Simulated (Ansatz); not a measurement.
# Lattice dynamics of WS2 monolayer (1T)

Task: relax WS2 monolayer (1T), then find its harmonic phonons.

Main program and level: Ansatz 0.2.0; DFT PBEsol, scalar-relativistic, plane waves, PAW; PAW set soft_1.

### 1. The structure

The cell holds 3 atoms: 1 W and 2 S. Its edges and angles: a = 3.170 Å, b = 3.170 Å, c = 20.000 Å, α = 90.0°, β = 90.0°, γ = 120.0°. It derives from WS2. Vacuum lies along c.

### 2. Coarse relaxation

A rough relaxation comes first, because large forces or stress need no tight tolerances yet.

The program solves this slab on a cell height of its own, 29.5 Å, in place of the one typed.

input.yaml

```yaml
crystal:
  lattice:
    - [3.17, 0.0, 0.0]
    - [-1.585, 2.7453, 0.0]
    - [0.0, 0.0, 20.0]
  atoms:
    - { symbol: W, position: [0.0, 0.0, 0.5] }
    - { symbol: S, position: [0.333333, 0.666667, 0.5713] }
    - { symbol: S, position: [0.666667, 0.333333, 0.4287] }
  periodic: [true, true, false]
kpoints:
  mp_grid: { grid: [9, 9, 1] }
hamiltonian:
  xc: pbesol
  pseudopotentials: { kind: paw, azcp: { folder: soft_1 }, xc_functional: pbe }
scf:
  occupations: { method: gaussian, width: 0.1 }
output:
  forces: true
  stress: true
  eigenvalues: true
relax:
  adjacent_minimum: "off"
  f_tol: 0.05
  max_steps: 80
  cell: { stress_2d_tol: 0.02 }
```

Launch:

```bash
> ansatz run input.yaml --threads 4 --pin off --max-ram 16384MiB --backend cpu --events-out ev --progress --plain --runs-dir out
```

Numbers of over 12 decimals in the logs are rounded to 6 here.

Log:

```text
[...]
F+E_penalty+E_count = -12029.16153148 eV   max|allowed force component| = 2.243e-3 eV/Å   (the final SCF, on the basis selected at the relaxed cell)
  cell:  # Å, volume = 252.9721 Å³
    - [3.146520, 0.0, 0]
    - [-1.573260, 2.724967, 0]
    - [0, 0, 29.504]
  atoms:
    - { symbol: W, position: [0, 0, 0.338937] }
    - { symbol: S, position: [0.333333, 0.666667, 0.392775] }
    - { symbol: S, position: [0.666667, 0.333333, 0.285099] }
[key lines of the parts left out:]
SCF converged after 6 iterations
Free energy (F): -12029.161531 eV
Fermi energy:    -4.985531 eV
P = ½ c Tr σ = 0.0013 N/m
```

It took 6.5 s on 4 threads of Arm Neoverse V1, shared host; peak memory 0.53 GiB.

The steps of the relaxation:

```csv
step,energy less that of the first step (eV),largest force component (eV/Å),volume (Å³)
1,0.0000,2.8510,256.76
2,-0.4032,0.4223,254.18
3,-0.4143,0.0569,253.66
4,-0.4146,0.0021,252.97
5*,-0.4144,0.0022,252.97
```

Relaxation steps marked * repeat the geometry before them on a plane-wave basis chosen anew for their cell, so energy and pressure can jump there.

The run keeps the 12 symmetry operations that it works with, so distortions that break them were not tested.

```csv
cell as run,before,after,change
a (Å),3.170,3.147,-0.7 %
b (Å),3.170,3.147,-0.7 %
```

The atoms that moved most (Å, along periodic axes as changes of fractional coordinates times the final cell, across vacuum about the mean position):

```csv
atom,dx,dy,dz,length
S3,0.000,0.000,-0.162,0.162
S2,0.000,0.000,0.162,0.162
```

The relaxed structure:

```
W S
1.0
     3.14652    0.00000    0.00000
    -1.57326    2.72497    0.00000
     0.00000    0.00000   29.50400
W S
1 2
Direct
  0.00000 0.00000 0.33894
  0.33333 0.66667 0.39277
  0.66667 0.33333 0.28510
```

This step gave:

```
gap on the k-mesh : 0 eV
area per atom     : 2.858 Å²
```

The relaxation ends with a largest force component of 0.0022 eV/Å.

### 3. Relaxation

The cell and atoms are relaxed, since residual forces and stress would shift the frequencies.

input.yaml

```yaml
crystal:
  lattice:
    - [3.1465204505, 0.0, 0.0]
    - [-1.5732602253, 2.7249666437, 0.0]
    - [0.0, 0.0, 29.504]
  atoms:
    - { symbol: W, position: [0.0, 0.0, 0.3389370933] }
    - { symbol: S, position: [0.3333333333, 0.6666666667, 0.3927749123] }
    - { symbol: S, position: [0.6666666667, 0.3333333333, 0.2850992742] }
  periodic: [true, true, false]
kpoints:
  mp_grid: { grid: [15, 15, 1] }
hamiltonian:
  xc: pbesol
  pseudopotentials: { kind: paw, azcp: { folder: soft_1 }, xc_functional: pbe }
scf:
  occupations: { method: gaussian, width: 0.1 }
output:
  forces: true
  stress: true
  eigenvalues: true
  write_density: true
  write_potential: true
  elf: true
  volumetric_format: npy
relax:
  adjacent_minimum: "off"
  f_tol: 0.005
  max_steps: 80
  cell: { stress_2d_tol: 0.02 }
```

Log:

```text
[...]
Crystal: 3 atoms, lattice volume = 252.972 Å³
Basis set: ecut = 420 eV, 4923 PW (Γ), exchange–correlation on 48×48×400 points (8 copies of the dense FFT grid, shifted against one another)
Bands: 17, of which v1, the nominal top of the filled ones, is band 13 counted from 1 (12 counted from 0)
Symmetry: 12 space group operations
[...]
k-points: 27 of 225
[...]
SCF iter   1: F=—  HF=-12029.583155 eV  |F-HF|=—  |Δ(HF+E_count)|=         —  Δρ=2.03e-2  dr2=1.23e0  ethr=3.10e-3  ⟨swp⟩=18.3  Hψ=5367  notcnv=0
[...]
SCF iter   8: F=-12029.159874 eV  HF=-12029.159873 eV  |F-HF|=2.71e-8  |Δ(HF+E_count)|=   1.32e-7  Δρ=2.32e-6  dr2=7.98e-9  ethr=3.85e-10  ⟨swp⟩=23.7  Hψ=6136  notcnv=0
SCF 1 converged in 8 iterations: F = -12029.159874 eV  dr2 = 7.98e-9
[...]
relax step   1: F+E_penalty+E_count = -12029.15987351 eV  Δ(F+E_penalty+E_count) = +0.000e0 eV  max|allowed force component| = 1.866e-2 eV/Å  Δτ_max = 0.0000 Å  P = +0.047 N/m  Ω = 252.972 Å³  fix = [c, alpha, beta]  reactions: c +0.000 N/m  (8 SCF iters, dr2 threshold 1.00e-7 eV, accepted)
Crystal: 3 atoms, lattice volume = 252.926 Å³
[...]
SCF iter   4: F=-12029.159899 eV  HF=-12029.159899 eV  |F-HF|=1.17e-8  |Δ(HF+E_count)|=   4.63e-8  Δρ=9.16e-7  dr2=2.39e-9  ethr=8.37e-11  ⟨swp⟩=18.2  Hψ=5212  notcnv=0
SCF 2 converged in 4 iterations: F = -12029.159899 eV  dr2 = 2.39e-9
relax step   2: F+E_penalty+E_count = -12029.15989897 eV  Δ(F+E_penalty+E_count) = -2.546e-5 eV  max|allowed force component| = 4.354e-3 eV/Å  Δτ_max = 0.0016 Å  P = -0.028 N/m  Ω = 252.926 Å³  energy of the carried Pulay correction = +3.259e-6 eV  fix = [c, alpha, beta]  reactions: c -0.000 N/m  (4 SCF iters, dr2 threshold 2.18e-8 eV, accepted)
Crystal: 3 atoms, lattice volume = 252.871 Å³
[...]
SCF iter   4: F=-12029.159905 eV  HF=-12029.159905 eV  |F-HF|=3.20e-9  |Δ(HF+E_count)|=   1.05e-8  Δρ=2.83e-7  dr2=5.08e-10  ethr=4.31e-12  ⟨swp⟩=12.7  Hψ=4883  notcnv=0
SCF 3 converged in 4 iterations: F = -12029.159905 eV  dr2 = 5.08e-10
relax step   3: F+E_penalty+E_count = -12029.15990501 eV  Δ(F+E_penalty+E_count) = -6.038e-6 eV  max|allowed force component| = 1.452e-4 eV/Å  Δτ_max = 0.0001 Å  P = -0.004 N/m  Ω = 252.871 Å³  energy of the carried Pulay correction = +7.173e-6 eV  fix = [c, alpha, beta]  reactions: c -0.000 N/m  (4 SCF iters, dr2 threshold 1.12e-9 eV, accepted)
[...]
SCF iter   9: F=-12029.159897 eV  HF=-12029.159897 eV  |F-HF|=7.28e-12  |Δ(HF+E_count)|=  2.00e-11  Δρ=9.38e-9  dr2=1.31e-13  ethr=1.00e-12  ⟨swp⟩=13.1  Hψ=4031  notcnv=0
SCF 4 converged in 9 iterations: F = -12029.159897 eV  dr2 = 1.31e-13
relax step   4: F+E_penalty+E_count = -12029.15989714 eV  Δ(F+E_penalty+E_count) = +7.869e-6 eV  max|allowed force component| = 1.340e-4 eV/Å  Δτ_max = 0.0000 Å  P = -0.004 N/m  Ω = 252.871 Å³  fix = [c, alpha, beta]  reactions: c -0.000 N/m  stress off target by 4.07e-3 N/m on what of the cell is left free  SCF on the basis re-selected at this cell (its energy is not comparable with the rows above)  (9 SCF iters)
[...]
SCF converged after 9 iterations
Free energy (F): -12029.159897 eV
[...]
Internal energy: -12029.151618 eV  (E = F + TS)
E sigma→0 (E₀):  -12029.155758 eV
Entropy (-TS):   -0.008279 eV (-2.760 meV/atom)
Fermi energy:    -4.872670 eV
[...]
--- Forces (eV/Å), atoms counted from 1 ---
  atom   1  W      0.00000000     0.00000000     0.00000000
  atom   2  S      0.00000000     0.00000000    -0.00013404
  atom   3  S     -0.00000000     0.00000000     0.00013404
  max |Σ_I F_I| component: 9.25e-18 eV/Å
--- 2D stress c σ (N/m, compression-positive) ---
       -0.004073       0.000000       0.000000
        0.000000      -0.004073      -0.000000
        0.000000      -0.000000      -0.000000
  P = ½ c Tr σ = -0.0041 N/m
--- Band table (eV; the first three rows and the last of 27) ---
  k-point 0: bands = [... 9 lower, -8.2901, -5.9995, -5.6876, -5.6876, -5.2458, -5.2458, -1.3876, -1.3876]
  k-point 1: bands = [... 9 lower, -7.9940, -6.3967, -6.1077, -5.9348, -4.9549, -4.8345, -1.6512, -1.4206]
  k-point 2: bands = [... 9 lower, -7.8010, -7.3286, -6.6083, -6.0261, -4.7018, -4.3582, -2.0918, -1.4621]
  k-point 26: bands = [... 9 lower, -9.1357, -9.1357, -9.0802, -4.2917, -4.2917, -3.8470, -1.1490, -1.1490]
--- Relaxed structure (3 steps of the walk, 3 accepted, 1 SCFs on fresh bases) ---
[...]
cell:  # Å, volume = 252.8709 Å³
    - [3.145891, 2.8861843864563973e-11, 0]
    - [-1.572945, 2.724422, 0]
    - [0, 0, 29.504]
  atoms:
    - { symbol: W, position: [0, 0, 0.338937] }
    - { symbol: S, position: [0.333333, 0.666667, 0.392828] }
    - { symbol: S, position: [0.666667, 0.333333, 0.285046] }
```

Elapsed: 10 s, on 4 threads; peak memory 0.59 GiB; 38 s of CPU time.

Little changed from the start: no atom moved by 0.005 Å and no cell edge by 0.1 %.

Numbers from this step:

```
area per atom : 2.857 Å²
```

ELF in the ac plane at fractional y = 0.333, with atoms of S within 0.2 Å of it. It is the smooth field of the valence electrons, not physical close to the nuclei.

Ten even steps from '0' (0.00) to '9' (0.85), each cell a mean:
```
0000000000000000
0000000000000000
0000000000000000
0000000000000000
0000000000000000
0000000000000000
0000000000000000
0000000000000000
0000000000000000
0000000000000000
0000000000000000
0000000000000000
0000000000000000
4566543100000012
7899986421000136
3333332222222222
5322346776556776
7311269997667999
1000012466777653
0000000000000000
0000000000000000
0000000000000000
0000000000000000
0000000000000000
```
Columns run along a (3.1 Å), rows up along c (29.5 Å). Atoms in or near the plane, at fractional coordinates: S at (0.67, 0.29).

Valence density in the ac plane at fractional y = 0.333, with atoms of S within 0.2 Å of it. It is the smooth field of the valence electrons, not physical close to the nuclei.

Ten even steps from '0' (0.00 × 1e-1 e/Å³) to '9' (8.31 × 1e-1 e/Å³), each cell a mean:
```
0000000000000000
0000000000000000
0000000000000000
0000000000000000
0000000000000000
0000000000000000
0000000000000000
0000000000000000
0000000000000000
0000000000000000
0000000000000000
0000000000000000
0000000000000000
0111100000000000
4677653211001123
5799864322222234
5444456899889986
3111124799889985
0000000000000000
0000000000000000
0000000000000000
0000000000000000
0000000000000000
0000000000000000
```
Columns run along a (3.1 Å), rows up along c (29.5 Å). Atoms in or near the plane, at fractional coordinates: S at (0.67, 0.29).

Electrostatic potential energy in the ac plane at fractional y = 0.333, with atoms of S within 0.2 Å of it. With pseudopotentials it is smooth inside the atoms' cores, unlike the true potential.

Ten even steps from '0' (-18 eV) to '9' (0 eV), each cell a mean:
```
9999999999999999
9999999999999999
9999999999999999
9999999999999999
9999999999999999
9999999999999999
9999999999999999
9999999999999999
9999999999999999
9999999999999999
9999999999999999
9999999999999999
9999999999999999
9988899999999999
5432356788898887
2000013567777654
4444444211111123
7888875210000014
9999999999999999
9999999999999999
9999999999999999
9999999999999999
9999999999999999
9999999999999999
```
Columns run along a (3.1 Å; values clipped at the 3rd and 97th percentile), rows up along c (29.5 Å). Atoms in or near the plane, at fractional coordinates: S at (0.67, 0.29).

### 4. Tight relaxation

Phonons need a cell at rest on their own settings, so the relaxation is repeated with tight tolerances on forces and stress, using the mesh and the filling of the phonon run that follows.

input.yaml, the sections that differ from step 3:

```yaml
crystal:
  lattice:
    - [3.1458909957, 0.0, 0.0]
    - [-1.5729454979, 2.7244215198, 0.0]
    - [0.0, 0.0, 29.504]
  atoms:
    - { symbol: W, position: [0.0, 0.0, 0.3389370933] }
    - { symbol: S, position: [0.3333333333, 0.6666666667, 0.3928278785] }
    - { symbol: S, position: [0.6666666667, 0.3333333333, 0.285046308] }
  periodic: [true, true, false]
kpoints:
  mp_grid: { grid: [18, 18, 1] }
scf:
  occupations: { method: methfessel_paxton, width: 0.2 }
relax:
  adjacent_minimum: "off"
  f_tol: 0.001
  max_steps: 60
  cell: { stress_2d_tol: 0.002 }
# hamiltonian, output: as in step 3
```

Log:

```text
[...]
Crystal: 3 atoms, lattice volume = 252.871 Å³
Basis set: ecut = 420 eV, 4923 PW (Γ), exchange–correlation on 48×48×400 points (8 copies of the dense FFT grid, shifted against one another)
Bands: 17, of which v1, the nominal top of the filled ones, is band 13 counted from 1 (12 counted from 0)
Symmetry: 12 space group operations
[...]
k-points: 37 of 324
[...]
--- Relaxed structure (3 steps of the walk, 3 accepted, 1 SCFs on fresh bases) ---
[...]
cell:  # Å, volume = 252.7759 Å³
    - [3.145300, 2.8862101464782836e-11, 0]
    - [-1.572650, 2.723910, 0]
    - [0, 0, 29.504]
  atoms:
    - { symbol: W, position: [0, 0, 0.338937] }
    - { symbol: S, position: [0.333333, 0.666667, 0.392829] }
    - { symbol: S, position: [0.666667, 0.333333, 0.285046] }
[key lines of the parts left out:]
SCF converged after 10 iterations
Free energy (F): -12029.159065 eV
Fermi energy:    -4.888025 eV
P = ½ c Tr σ = -0.0001 N/m
```

It took 13 s on 4 threads; peak memory 0.61 GiB; 50 s of CPU time.

Little changed from the start: no atom moved by 0.005 Å and no cell edge by 0.1 %.

Numbers from this step:

* area per atom: 2.856 Å²

ELF in the ac plane at fractional y = 0.000, with atoms of W within 0.2 Å of it. It is the smooth field of the valence electrons, not physical close to the nuclei.

Ten even steps from '_' (0.00) to '@' (0.77), each cell a mean:
```
________________________________
________________________________
________________________________
________________________________
________________________________
________________________________
________________________________
________________________________
________________________________
________________________________
________________________________
________________________________
________________________________
______..::==++**##**++==::..____
::::::==**%%@@@@@@@@@@%%**==::::
==++####++----++++++----++####++
++++++++==++**######**++==++++++
__....--++##@@@@@@@@@@##++--....
__________..::------::..________
________________________________
________________________________
________________________________
________________________________
________________________________
```
Columns run along a (3.1 Å), rows up along c (29.5 Å). Atoms in or near the plane, at fractional coordinates: W at (0.00, 0.34).

Valence density in the ac plane at fractional y = 0.000, with atoms of W within 0.2 Å of it. It is the smooth field of the valence electrons, not physical close to the nuclei.

Ten steps, logarithmic in the rise over the least value, from '0' (0.0 e/Å³) to '9' (4.3 e/Å³), each cell a mean:
```
0000000000000000
0000000000000000
0000000000000000
0000000000000000
0000000000000000
0000000000000000
0000000000000000
0000000000000000
0000000000000000
0000000000000000
0000000000000000
0000000000000000
0000000000000000
0011122222221110
3344445555544443
9998754444457899
8876555555555678
2223344444443322
0000000000000000
0000000000000000
0000000000000000
0000000000000000
0000000000000000
0000000000000000
```
Columns run along a (3.1 Å), rows up along c (29.5 Å). Atoms in or near the plane, at fractional coordinates: W at (0.00, 0.34).

Electrostatic potential energy in the ac plane at fractional y = 0.000, with atoms of W within 0.2 Å of it. With pseudopotentials it is smooth inside the atoms' cores, unlike the true potential.

Ten even steps from '_' (-23 eV) to '@' (0 eV), each cell a mean:
```
@@@@@@@@@@@@@@@@@@@@@@@@@@@@@@@@
@@@@@@@@@@@@@@@@@@@@@@@@@@@@@@@@
@@@@@@@@@@@@@@@@@@@@@@@@@@@@@@@@
@@@@@@@@@@@@@@@@@@@@@@@@@@@@@@@@
@@@@@@@@@@@@@@@@@@@@@@@@@@@@@@@@
@@@@@@@@@@@@@@@@@@@@@@@@@@@@@@@@
@@@@@@@@@@@@@@@@@@@@@@@@@@@@@@@@
@@@@@@@@@@@@@@@@@@@@@@@@@@@@@@@@
@@@@@@@@@@@@@@@@@@@@@@@@@@@@@@@@
@@@@@@@@@@@@@@@@@@@@@@@@@@@@@@@@
@@@@@@@@@@@@@@@@@@@@@@@@@@@@@@@@
@@@@@@@@@@@@@@@@@@@@@@@@@@@@@@@@
@@@@@@@@@@@@@@@@@@@@@@@@@@@@@@@@
@@@@@@@@@@@@@@@@@@@@@@@@@@@@@@@@
############**++++++**##########
________..::++######++::..______
::::::--==++**********++==--::::
@@@@@@@@%%%%##******##%%%%@@@@@@
@@@@@@@@@@@@@@@@@@@@@@@@@@@@@@@@
@@@@@@@@@@@@@@@@@@@@@@@@@@@@@@@@
@@@@@@@@@@@@@@@@@@@@@@@@@@@@@@@@
@@@@@@@@@@@@@@@@@@@@@@@@@@@@@@@@
@@@@@@@@@@@@@@@@@@@@@@@@@@@@@@@@
@@@@@@@@@@@@@@@@@@@@@@@@@@@@@@@@
```
Columns run along a (3.1 Å; values clipped at the 3rd and 97th percentile), rows up along c (29.5 Å). Atoms in or near the plane, at fractional coordinates: W at (0.00, 0.34).

The largest force component left is 0.12 meV/Å, within the tolerances set.

### 5. Linear response at the zone centre

The zone centre comes first: it holds the modes that light can see, as far as symmetry allows. No field response is asked, since the mesh shows no gap.

input.yaml, the sections that differ from step 4:

```yaml
crystal:
  lattice:
    - [3.1452997703, 0.0, 0.0]
    - [-1.5726498852, 2.7239095036, 0.0]
    - [0.0, 0.0, 29.504]
  atoms:
    - { symbol: W, position: [0.0, 0.0, 0.3389370933] }
    - { symbol: S, position: [0.3333333333, 0.6666666667, 0.392828632] }
    - { symbol: S, position: [0.6666666667, 0.3333333333, 0.2850455545] }
  periodic: [true, true, false]
output:
  eigenvalues: true
phonons:
  method: dfpt
# kpoints, hamiltonian, scf: as in step 4
# relax: removed
```

Log:

```text
Warning: crystal.symmetry: narrowed to the stabiliser of the run's FFT grids — unitary ops 12 → 6. A phonons.method: dfpt run fills in the rows of the dynamical matrix that it does not solve by its symmetry operations, which is exact only for operations that map its FFT grids onto themselves: filled in by any other, the frequencies could depend on the order in which like atoms are typed, or, by more than the grids' own error, on where the crystal sits among the grids' points. Excluded: 6 operations. The run can therefore solve more perturbations, solve them on more k-points, or both, and cost more. [rest of the remark cut]
[...]
Crystal: 3 atoms, lattice volume = 252.776 Å³
Basis set: ecut = 420 eV, 4923 PW (Γ), exchange–correlation on 48×48×400 points (8 copies of the dense FFT grid, shifted against one another)
Bands: 17, of which v1, the nominal top of the filled ones, is band 13 counted from 1 (12 counted from 0)
Symmetry: 12 space group operations
k-points: 91 of 324 (irreducible under 2 space group operations, time reversal used)
[...]
SCF iter   1: F=—  HF=-12029.580293 eV  |F-HF|=—  |Δ(HF+E_count)|=         —  Δρ=2.03e-2  dr2=1.22e0  ethr=3.10e-3  ⟨swp⟩=16.8  Hψ=17268  notcnv=0
[...]
SCF iter  11: F=-12029.159065 eV  HF=-12029.159065 eV  |F-HF|=7.28e-12  |Δ(HF+E_count)|=  4.37e-11  S|Δr|=    0.00e0  Δρ=8.35e-9  dr2=1.74e-13  ethr=1.00e-12  ⟨swp⟩=15.9  Hψ=13864  notcnv=0
SCF 1 converged in 11 iterations: F = -12029.159065 eV  dr2 = 1.74e-13
[...]
DFPT response loops at Γ: preconditioner auto → none (partly filled bands, converged f_vac=0.761); β = 0.50; Broyden in place of MSR1
SCF converged after 11 iterations
[...]
Free energy (F): -12029.159065 eV
[...]
Internal energy: -12029.162084 eV  (E = F + TS)
E sigma→0 (E₀):  -12029.159819 eV
Entropy (-TS):   0.003020 eV (1.007 meV/atom)
Fermi energy:    -4.888024 eV
[...]
--- Band table (eV; the first three rows and the last of 91) ---
  k-point 0: bands = [... 9 lower, -8.2893, -5.9975, -5.6835, -5.6835, -5.2435, -5.2435, -1.3841, -1.3841]
  k-point 1: bands = [... 9 lower, -8.0586, -6.2536, -6.0143, -5.9159, -5.0053, -4.9187, -1.5760, -1.4082]
  k-point 2: bands = [... 9 lower, -7.7866, -7.0456, -6.4513, -5.9838, -4.7734, -4.5001, -1.9564, -1.4503]
  k-point 90: bands = [... 9 lower, -9.4931, -9.3849, -8.2914, -5.0989, -4.5523, -2.5476, -2.3669, -0.1923]
--- Phonons (Γ-DFPT): 6 representative perturbations + reference, on 91 of 324 k-points (Σ response iterations 31) ---
  ASR residual: 2.138e-5 → 0.000e0 eV/Å²; symmetrization residual: 2.078e-5 eV/Å²
  The last average, over the group as it would stand without the narrowing to the FFT grids, took up to 2.696e-6 eV/Å² of the zone centre's force constants
  ASR residual per site (eV/Å²): 6.27e-6 1.25e-5 2.14e-5
  Γ frequencies (cm⁻¹): 0.00 0.00 0.00 225.84 225.84 276.00 276.00 371.30 383.39
  non-analytic LO–TO correction: not included (Born effective charges unavailable; polar crystals: no LO–TO splitting at Γ)
```

It took 83 s on 4 threads; peak memory 1.5 GiB; 5.3 min of CPU time.

In the SCF lines HF is the Harris–Foulkes energy and dr2 the Hartree energy of the density residual, in eV; the loop may stop once dr2 is under the threshold and the program's other checks hold. Hψ counts applications of the Hamiltonian.

This step gave:

| Property | Result |
| --- | --- |
| sum-rule residual before enforcement | 2.14e-5 eV/Å² |
| point group | -3m |
| highest optical mode at the zone centre (no LO-TO term) | 383.4 cm⁻¹ |
| lowest optical zone-centre mode | 225.8 cm⁻¹ |

Patterns of degenerate modes are one choice out of their space. Modes at Γ, with each element's share of the kinetic energy:

```csv
mode,frequency (cm⁻¹),symmetry,W %,S %
1,0.0,acoustic,74,26
2,0.0,acoustic,74,26
3,0.0,acoustic,74,26
4,225.8,Eu,26,74
5,225.8,Eu,26,74
6,276.0,Eg,0,100
7,276.0,Eg,0,100
8,371.3,A1g,0,100
9,383.4,A2u,26,74
```

Displacements in mode 5 (225.8 cm⁻¹), the largest set to 1:
```
W1   0.00 -0.35  0.00
S2   0.00  1.00  0.00
S3   0.00  1.00  0.00
```

Displacements in mode 9 (383.4 cm⁻¹), the largest set to 1:
```
W1   0.00  0.00 -0.35
S2   0.00  0.00  1.00
S3   0.00  0.00  1.00
```

Before it was imposed, the acoustic sum rule was missed by 2.1e-5 eV/Å². Small misses are needed for a sound result but don't prove that mesh and cutoff are converged. The lowest optical mode is real, 226 cm⁻¹.

[end of part 1 of 2]

[Logs are printed without paths, hosts, clocks, repeated set-up lines and the standing remarks that a program may print on its own settings, such as how far it seeks lower states.]

[Hosts, paths, dates, database ids (printed as entryN), source tags and the programs' standing remarks are cut or masked in the printed files.]
